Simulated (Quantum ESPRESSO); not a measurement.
# Near-edge structure at the O K edge of CSO (Cm)

Aim: the near-edge shape at the O K edge of CSO (Cm), and what the core hole does to it.

Main program and level: Quantum ESPRESSO 7.5; X-ray absorption near-edge structure, plane-wave PAW LDA, one-electron final states by a Lanczos continued fraction.

This is a report of a sequence of runs, with most program output left out.

### 1. Set-up

Symmetry: Cm, No. 8, monoclinic system. The conventional cell has a = 5.201 Å, b = 7.256 Å, c = 4.245 Å, α = 90.00°, β = 102.67°, γ = 90.00°. Nearest to S lie 1 C at 1.56 Å. Nearest to O lie 1 C at 1.18 Å. Nearest to C lie 1 O at 1.18 Å and 1 S at 1.56 Å. Farther neighbours and most contacts between anions are not listed.

### 2. Ground state of the crystal

A plain self-consistent run shows whether there is a gap, which decides the set-up of the core-hole run.

The PAW data sets are made with ld1.x, with reconstruction data.

Contents of scf.in:

```
&control
   calculation='scf', prefix='x', pseudo_dir='../pp', outdir='tmp', tprnfor=.true.
/
&system
   ibrav=0, nat=3, ntyp=3, nbnd=12
   ecutwfc=50, ecutrho=400
   occupations='smearing', smearing='mv', degauss=0.015
/
&electrons
   conv_thr=3.0e-08, electron_maxstep=120
   mixing_beta=0.5
/
ATOMIC_SPECIES
S 1.0 S.lda-nl-kjpaw.UPF
O3 1.0 O.lda-n-kjpaw.UPF
C 1.0 C.lda-n-kjpaw.UPF
CELL_PARAMETERS angstrom
  2.60071600 -3.62786100 0.00000000
  2.60071600 3.62786100 0.00000000
  -0.93099000 0.00000000 4.14162300
ATOMIC_POSITIONS crystal
S    0.31168200 0.31168200 0.99850500
O3   0.78374200 0.78374200 0.43642900
C    0.58038700 0.58038700 0.24834500
K_POINTS automatic
7 7 7 0 0 0
```

Launch:

```bash
OMP_NUM_THREADS=1 mpirun --oversubscribe --bind-to none -np 4 pw.x -nk 4 -in scf.in > scf.out
```

Elapsed: 15 s, on 4 MPI ranks of Arm Neoverse V2, shared host; peak memory 0.1 GiB; 58 s of CPU time.

Absorbing atoms carry a label of their own (element plus a letter or digit), as the spectrum program needs them as separate species.

The mesh shows a gap of 4.78 eV, so the hole is first treated in a charged cell, without the excited electron.

### 3. Spectrum without a core hole, O atom 2

Without a hole the spectrum is the empty density of states of the right symmetry on the absorber, weighted by matrix elements. It needs only the small cell and serves as the baseline.

The absorber has 1 C at 1.18 Å (terminal, site symmetry m).

Contents of xspectra.in:

```
&input_xspectra
   calculation='xanes_dipole', edge='K'
   prefix='x', outdir='tmp', xiabs=2, xe0=0.2626
   xonly_plot=.false., x_save_file='xanes.sav'
   xniter=3000, xcheck_conv=20, xerror=0.005
   xcoordcrys=.false., xepsilon(1)=1, xepsilon(2)=0, xepsilon(3)=0
/
&plot
   xnepoint=413, xemin=-10, xemax=45, terminator=.true., cut_occ_states=.true.
   xgamma=0.4
/
&pseudos
   filecore='../O.wfc'
/
&cut_occ
   cut_desmooth=0.1, cut_stepl=0.05, cut_stepu=0.05, cut_ierror=1e-5
/
6 6 6 0 0 0
```

Launch:

```bash
OMP_NUM_THREADS=1 mpirun --oversubscribe --bind-to none -np 4 xspectra.x -nk 4 -in xspectra.in > xspectra.out
```

Wall time 85 s (4 MPI ranks); peak memory 0.08 GiB; 5.7 min of CPU time.

The O K spectrum, O atom 2, no core hole (energy from the lowest empty level; intensity scaled to a mean of 1 over the first 20 eV; the points at xe0, where the cut of filled states can leave a spike, are interpolated; polarised curves are means over the symmetry-equivalent atoms):

```csv
E (eV),isotropic,ε ∥ x,ε ∥ y,ε ∥ z
-2.0,0.19,0.14,0.27,0.16
-1.5,0.29,0.21,0.42,0.25
-1.0,0.52,0.36,0.74,0.44
-0.5,1.15,0.79,1.66,0.98
0.0,3.39,2.30,5.00,2.88
0.5,4.87,3.16,7.46,3.98
1.0,2.31,1.66,3.23,2.05
1.5,1.00,0.81,1.28,0.90
2.0,0.74,0.76,0.76,0.71
2.5,0.74,0.90,0.54,0.78
3.0,0.76,0.92,0.48,0.88
3.5,0.94,1.04,0.69,1.09
4.0,0.73,0.71,0.72,0.76
4.5,0.66,0.61,0.69,0.68
5.0,0.75,0.77,0.64,0.84
5.5,0.69,0.80,0.50,0.78
6.0,0.58,0.71,0.40,0.64
6.5,0.49,0.63,0.35,0.50
7.0,0.49,0.58,0.40,0.49
7.5,0.59,0.63,0.52,0.63
8.0,0.69,0.80,0.60,0.68
8.5,0.73,0.86,0.63,0.71
9.0,0.74,0.89,0.56,0.76
9.5,0.77,0.89,0.64,0.78
10.0,0.80,0.93,0.66,0.80
10.5,0.87,1.01,0.76,0.84
11.0,0.91,0.95,0.96,0.82
11.5,0.95,0.92,1.00,0.94
12.0,1.14,1.08,1.07,1.27
12.5,1.26,1.17,1.09,1.53
13.0,1.01,1.00,0.88,1.14
13.5,0.82,0.82,0.73,0.89
14.0,0.84,0.87,0.81,0.85
14.5,0.96,1.10,0.83,0.94
15.0,0.98,1.26,0.67,1.01
15.5,0.96,1.31,0.58,0.99
16.0,0.88,1.11,0.56,0.98
16.5,0.88,1.05,0.63,0.97
17.0,0.80,0.96,0.61,0.83
17.5,0.77,0.89,0.65,0.77
18.0,0.79,0.93,0.63,0.82
18.5,0.87,1.02,0.63,0.96
19.0,0.80,0.88,0.56,0.97
19.5,0.77,0.80,0.57,0.95
20.0,0.82,0.93,0.61,0.91
20.5,0.82,0.94,0.63,0.88
21.0,0.83,0.95,0.64,0.91
21.5,0.81,0.92,0.64,0.87
22.0,0.80,0.93,0.65,0.82
22.5,0.76,0.90,0.67,0.72
23.0,0.72,0.81,0.70,0.66
23.5,0.72,0.77,0.65,0.72
24.0,0.66,0.71,0.59,0.67
24.5,0.68,0.75,0.63,0.67
25.0,0.68,0.72,0.65,0.67
25.5,0.69,0.72,0.64,0.70
26.0,0.70,0.73,0.67,0.69
26.5,0.73,0.74,0.70,0.75
27.0,0.81,0.77,0.77,0.90
27.5,0.83,0.81,0.74,0.95
28.0,0.86,0.97,0.62,0.98
28.5,0.83,1.04,0.51,0.94
29.0,0.83,1.12,0.47,0.91
29.5,0.79,1.09,0.46,0.84
30.0,0.76,1.03,0.47,0.78
30.5,0.71,0.95,0.49,0.69
31.0,0.68,0.83,0.53,0.69
31.5,0.66,0.72,0.54,0.71
32.0,0.64,0.67,0.60,0.65
```

Main maxima below 24 eV (height): 0.4 eV (5.06), 3.6 eV (0.94), 5.1 eV (0.75), 12.4 eV (1.28), 14.8 eV (0.99) and 18.6 eV (0.87). A K edge sees empty p states on the absorber.

### 4. Another broadening

The final state's lifetime shortens with energy, so measured features broaden above the edge; the saved Lanczos coefficients are redrawn with a width that grows.

Contents of xspectra_plot.in:

```
&input_xspectra
   calculation='xanes_dipole', edge='K'
   prefix='x', outdir='tmp', xiabs=2, xe0=0.2626
   xonly_plot=.true., x_save_file='xanes.sav'
   xniter=3000, xcheck_conv=20, xerror=0.005
   xcoordcrys=.false., xepsilon(1)=1, xepsilon(2)=0, xepsilon(3)=0
/
&plot
   xnepoint=413, xemin=-10, xemax=45, terminator=.true., cut_occ_states=.true.
   gamma_mode='variable', gamma_energy(1)=4, gamma_energy(2)=25, gamma_value(1)=0.3, gamma_value(2)=2.5
/
&pseudos
   filecore='../O.wfc'
/
&cut_occ
   cut_desmooth=0.1, cut_stepl=0.05, cut_stepu=0.05, cut_ierror=1e-5
/
6 6 6 0 0 0
```

Launch:

```bash
OMP_NUM_THREADS=1 xspectra.x -in xspectra_plot.in > xspectra_plot.out
```

Elapsed: 7.8 s, on 1 MPI rank; peak memory 0.05 GiB.

With a Lorentzian half width 0.3 eV up to 4 eV, rising linearly to 2.5 eV at 25 eV (counted from xe0, 2.4 eV below the zero used here), the maxima are 0.4 eV (6.04), 3.5 eV (0.89) and 12.3 eV (0.95).

### 5. Supercell without a hole, the energy reference

The photon energy needs a difference of total energies, so the cell and mesh of the coming hole run are first run without a hole.

Contents of scf.in:

```
&control
   calculation='scf', prefix='x', pseudo_dir='../pp', outdir='tmp', tprnfor=.true.
/
&system
   ibrav=0, nat=9, ntyp=3, nbnd=28
   ecutwfc=50, ecutrho=400
   occupations='fixed'
/
&electrons
   conv_thr=9.0e-08, electron_maxstep=120
   mixing_beta=0.5
/
ATOMIC_SPECIES
S 1.0 S.lda-nl-kjpaw.UPF
O 1.0 O.lda-n-kjpaw.UPF
C 1.0 C.lda-n-kjpaw.UPF
CELL_PARAMETERS angstrom
  -4.27044200 0.00000000 -4.14162300
  -3.53170600 -3.62786100 4.14162300
  -3.53170600 3.62786100 4.14162300
ATOMIC_POSITIONS crystal
S    0.45937700 0.22894100 0.22894100
S    0.12604367 0.56227433 0.56227433
S    0.79271033 0.89560767 0.89560767
O    0.33202900 0.88422900 0.88422900
O    0.99869567 0.21756233 0.21756233
O    0.66536233 0.55089567 0.55089567
C    0.53029367 0.88931933 0.88931933
C    0.19696033 0.22265267 0.22265267
C    0.86362700 0.55598600 0.55598600
K_POINTS automatic
3 3 3 0 0 0
```

Launch:

```bash
OMP_NUM_THREADS=1 mpirun --oversubscribe --bind-to none -np 4 pw.x -nk 4 -in scf.in > scf.out
```

Elapsed: 30 s, on 4 MPI ranks; peak memory 0.21 GiB; 2 min of CPU time.

Reference energy: -41680.734 eV with the cores included.

### 6. The atom with a core hole

The final state has one core electron fewer, so a PAW data set is made for an atom with that hole.

Contents of O.lda-n-kjpaw-1sch.ld1.in:

```
&input
   title='O', zed=8., rel=1, iswitch=3, dft='PZ',
   config='1s1 2s2 2p5'
/
&inputp
   file_pseudopw='O.lda-n-kjpaw-1sch.UPF', author='',
   lpaw=.true.,
   pseudotype=3,
   lloc=-1,
   rcloc=1.1,
   which_augfun='PSQ',
   rmatch_augfun_nc=.true.,
   nlcc=.true.,
   new_core_ps=.true.,
   rcore=0.7,
   tm=.true.,
   zval=7,
   lgipaw_reconstruction=.true., use_paw_as_gipaw=.true.
/
4
2S  1  0  2.00  0.00  1.00  1.30  0.0
2S  1  0  0.00  1.00  1.00  1.30  0.0
2P  2  1  5.00  0.00  0.90  1.35  0.0
2P  2  1  0.00  0.05  0.90  1.35  0.0
```

Launch:

```bash
ld1.x < O.lda-n-kjpaw-1sch.ld1.in > O.lda-n-kjpaw-1sch.ld1.out
```

Wall time 0.62 s (1 MPI rank); peak memory 0.12 GiB.

Removing the core electron and adding it to the valence shell costs the free atom 530.6 eV.

### 7. Supercell with FCH, O atom 2

The holes are 5.9 Å apart. The excited electron is left out and a uniform background balances the charge.

scf.in, as its differences from that of step 5:

```diff
@@ -4,5 +4,6 @@
 &system
-   ibrav=0, nat=9, ntyp=3, nbnd=28
+   ibrav=0, nat=9, ntyp=4, nbnd=28
    ecutwfc=50, ecutrho=400
    occupations='fixed'
+   tot_charge=1
 /
@@ -14,2 +15,3 @@
 S 1.0 S.lda-nl-kjpaw.UPF
+O0 1.0 O.lda-n-kjpaw-1sch.UPF
 O 1.0 O.lda-n-kjpaw.UPF
@@ -24,3 +26,3 @@
 S    0.79271033 0.89560767 0.89560767
-O    0.33202900 0.88422900 0.88422900
+O0   0.33202900 0.88422900 0.88422900
 O    0.99869567 0.21756233 0.21756233
```

Launch:

```bash
OMP_NUM_THREADS=1 mpirun --oversubscribe --bind-to none -np 4 pw.x -nk 4 -in scf.in > scf.out
```

Wall time 30 s (4 MPI ranks); peak memory 0.21 GiB; 2 min of CPU time.

Energy with the hole: -41144.483 eV, cores included.

### 8. Spectrum with FCH, O atom 2

The Lanczos recursion gives the spectrum without computing empty bands; each polarisation needs a run of its own on the full k mesh. xe0 is set between filled and empty states, and states below it are cut. The file of filecore holds the core orbital, taken from the hole-free data set.

xspectra.in, as its differences from that of step 3:

```diff
@@ -2,3 +2,3 @@
    calculation='xanes_dipole', edge='K'
-   prefix='x', outdir='tmp', xiabs=2, xe0=0.2626
+   prefix='x', outdir='tmp', xiabs=2, xe0=-0.6947
    xonly_plot=.false., x_save_file='xanes.sav'
@@ -17,2 +17,2 @@
 /
-6 6 6 0 0 0
+4 4 4 0 0 0
```

xspectra_1.in, as its differences from xspectra.in of step 8:

```diff
@@ -5,3 +5,3 @@
    xniter=3000, xcheck_conv=20, xerror=0.005
-   xcoordcrys=.false., xepsilon(1)=1, xepsilon(2)=0, xepsilon(3)=0
+   xcoordcrys=.false., xepsilon(1)=0, xepsilon(2)=1, xepsilon(3)=0
 /
```

xspectra_2.in, as its differences from xspectra_1.in of step 8:

```diff
@@ -5,3 +5,3 @@
    xniter=3000, xcheck_conv=20, xerror=0.005
-   xcoordcrys=.false., xepsilon(1)=0, xepsilon(2)=1, xepsilon(3)=0
+   xcoordcrys=.false., xepsilon(1)=0, xepsilon(2)=0, xepsilon(3)=1
 /
```

Launch:

```bash
OMP_NUM_THREADS=1 mpirun --oversubscribe --bind-to none -np 4 xspectra.x -nk 4 -in xspectra.in > xspectra.out
```

Wall time 2.8 min (4 MPI ranks); peak memory 0.16 GiB.

The O K spectrum, O atom 2, full core hole (charged cell) (energy from the lowest empty level; intensity scaled to a mean of 1 over the first 20 eV; the points at xe0, where the cut of filled states can leave a spike, are interpolated; polarised curves are means over the symmetry-equivalent atoms):

```csv
E (eV),isotropic,ε ∥ x,ε ∥ y,ε ∥ z
-2.0,0.20,0.15,0.28,0.18
-1.5,0.33,0.24,0.47,0.29
-1.0,0.79,0.55,1.16,0.67
-0.5,1.67,1.13,2.49,1.39
0.0,4.72,3.16,7.07,3.95
0.5,2.57,1.79,3.74,2.19
1.0,0.94,0.73,1.26,0.84
1.5,0.59,0.58,0.59,0.58
2.0,0.70,0.95,0.35,0.81
2.5,1.26,1.95,0.24,1.61
3.0,1.33,2.05,0.19,1.77
3.5,0.89,1.36,0.18,1.12
4.0,0.48,0.71,0.16,0.57
4.5,0.33,0.44,0.17,0.39
5.0,0.34,0.41,0.21,0.38
5.5,0.42,0.51,0.27,0.48
6.0,0.51,0.56,0.42,0.55
6.5,0.71,0.71,0.67,0.74
7.0,0.95,1.06,0.66,1.12
7.5,1.09,1.40,0.55,1.31
8.0,0.95,1.39,0.36,1.09
8.5,0.68,0.97,0.31,0.75
9.0,0.68,0.95,0.39,0.70
9.5,0.90,1.24,0.52,0.94
10.0,1.23,1.76,0.64,1.28
10.5,1.22,1.50,0.92,1.25
11.0,1.09,1.20,0.84,1.23
11.5,1.15,1.38,0.75,1.30
12.0,1.07,1.36,0.67,1.16
12.5,1.03,1.24,0.73,1.11
13.0,1.13,1.11,1.07,1.20
13.5,1.20,1.12,1.16,1.32
14.0,1.22,1.14,0.96,1.57
14.5,1.20,1.20,0.93,1.46
15.0,1.11,1.29,0.89,1.13
15.5,0.97,1.24,0.76,0.90
16.0,0.90,1.17,0.66,0.86
16.5,0.98,1.23,0.76,0.96
17.0,1.06,1.34,0.75,1.08
17.5,1.04,1.41,0.61,1.10
18.0,0.94,1.27,0.52,1.02
18.5,0.82,0.94,0.51,0.99
19.0,0.73,0.82,0.54,0.84
19.5,0.75,0.86,0.58,0.82
20.0,0.83,0.94,0.66,0.88
20.5,0.86,0.97,0.71,0.90
21.0,0.80,0.85,0.66,0.88
21.5,0.73,0.72,0.65,0.81
22.0,0.75,0.77,0.65,0.84
22.5,0.71,0.73,0.67,0.73
23.0,0.74,0.78,0.75,0.70
23.5,0.78,0.78,0.85,0.71
24.0,0.76,0.74,0.81,0.75
24.5,0.73,0.74,0.77,0.69
25.0,0.74,0.74,0.76,0.71
25.5,0.73,0.74,0.75,0.69
26.0,0.72,0.75,0.71,0.70
26.5,0.76,0.78,0.69,0.82
27.0,0.81,0.84,0.72,0.87
27.5,0.83,0.88,0.72,0.88
28.0,0.82,0.88,0.72,0.84
28.5,0.85,0.92,0.76,0.86
29.0,0.92,1.00,0.78,0.98
29.5,0.89,0.96,0.74,0.97
30.0,0.83,0.95,0.68,0.87
30.5,0.76,0.89,0.64,0.76
31.0,0.70,0.84,0.55,0.71
31.5,0.64,0.74,0.53,0.66
32.0,0.59,0.68,0.51,0.59
```

Main maxima below 24 eV (height): 0.1 eV (5.05), 2.8 eV (1.40), 7.6 eV (1.09), 10.2 eV (1.30), 14.1 eV (1.23) and 16.9 eV (1.06). 

The hole costs E(hole) − E(ground) = 536.25 eV, and the lowest empty level of the hole cell lies at 0.17 eV, which puts the zero at 536.42 eV. One term is added: -8.83 eV, since the hole is spin-paired here and a spin-polarised one costs that much less in the free atom (computed apart). The photon energy is then 527.59 eV. The functional and the charged cell's background leave an error in such absolute values: in the free atom LDA prices this hole 4.1 eV below PBE (computed apart), and PBE is itself good to a few eV.

### 9. Another broadening

xspectra_plot.in, as its differences from that of step 4:

```diff
@@ -2,3 +2,3 @@
    calculation='xanes_dipole', edge='K'
-   prefix='x', outdir='tmp', xiabs=2, xe0=0.2626
+   prefix='x', outdir='tmp', xiabs=2, xe0=-0.6947
    xonly_plot=.true., x_save_file='xanes.sav'
@@ -17,2 +17,2 @@
 /
-6 6 6 0 0 0
+4 4 4 0 0 0
```

Launch:

```bash
OMP_NUM_THREADS=1 xspectra.x -in xspectra_plot.in > xspectra_plot.out
```

It took 3.7 s on 1 MPI rank; peak memory 0.05 GiB.

With a Lorentzian half width 0.3 eV up to 4 eV, rising linearly to 2.5 eV at 25 eV (counted from xe0, 0.9 eV below the zero used here), the maxima are 0.1 eV (6.74), 2.6 eV (1.58), 7.6 eV (0.96) and 13.6 eV (1.08).

### 10. Supercell with XCH, O atom 2

The holes are 5.9 Å apart. The excited electron is kept in the cell, where it fills the lowest empty states and screens the hole.

Changed against the first core-hole run: core hole to XCH.

scf.in, as its differences from that of step 7:

```diff
@@ -4,6 +4,5 @@
 &system
-   ibrav=0, nat=9, ntyp=4, nbnd=28
+   ibrav=0, nat=9, ntyp=4, nbnd=30
    ecutwfc=50, ecutrho=400
-   occupations='fixed'
-   tot_charge=1
+   occupations='smearing', smearing='gaussian', degauss=0.003
 /
```

Launch:

```bash
OMP_NUM_THREADS=1 mpirun --oversubscribe --bind-to none -np 4 pw.x -nk 4 -in scf.in > scf.out
```

It took 22 s on 4 MPI ranks; peak memory 0.22 GiB.

Energy with the hole: -41143.211 eV, cores included.

### 11. Excitation energy, O atom 2

With the excited electron kept in the cell the system stays neutral, and the energy difference is an excitation energy by itself. In a small cell that electron takes up a good share of the lowest empty band, or all of one, which shifts the value from the true onset.

The total-energy difference is 537.52 eV. With the free-atom term of -8.83 eV for this edge, the photon energy is 528.69 eV.

(Part 1 of 2 ends here.)

[Logs are printed without paths, hosts, clocks, repeated set-up lines and the standing remarks that a program may print on its own settings, such as how far it seeks lower states.]

[Hosts, paths, dates, database ids (printed as entryN), source tags and the programs' standing remarks are cut or masked in the printed files.]

[Lists of maxima count a maximum above −3 eV only where it reaches 4 % of the highest in the window and stands out from its surroundings by 2 % of it (1.5 % where it reaches 55 %); shoulders and weaker maxima are passed over, and of the rest the first, up to two pre-edge ones and the few strongest are named.]
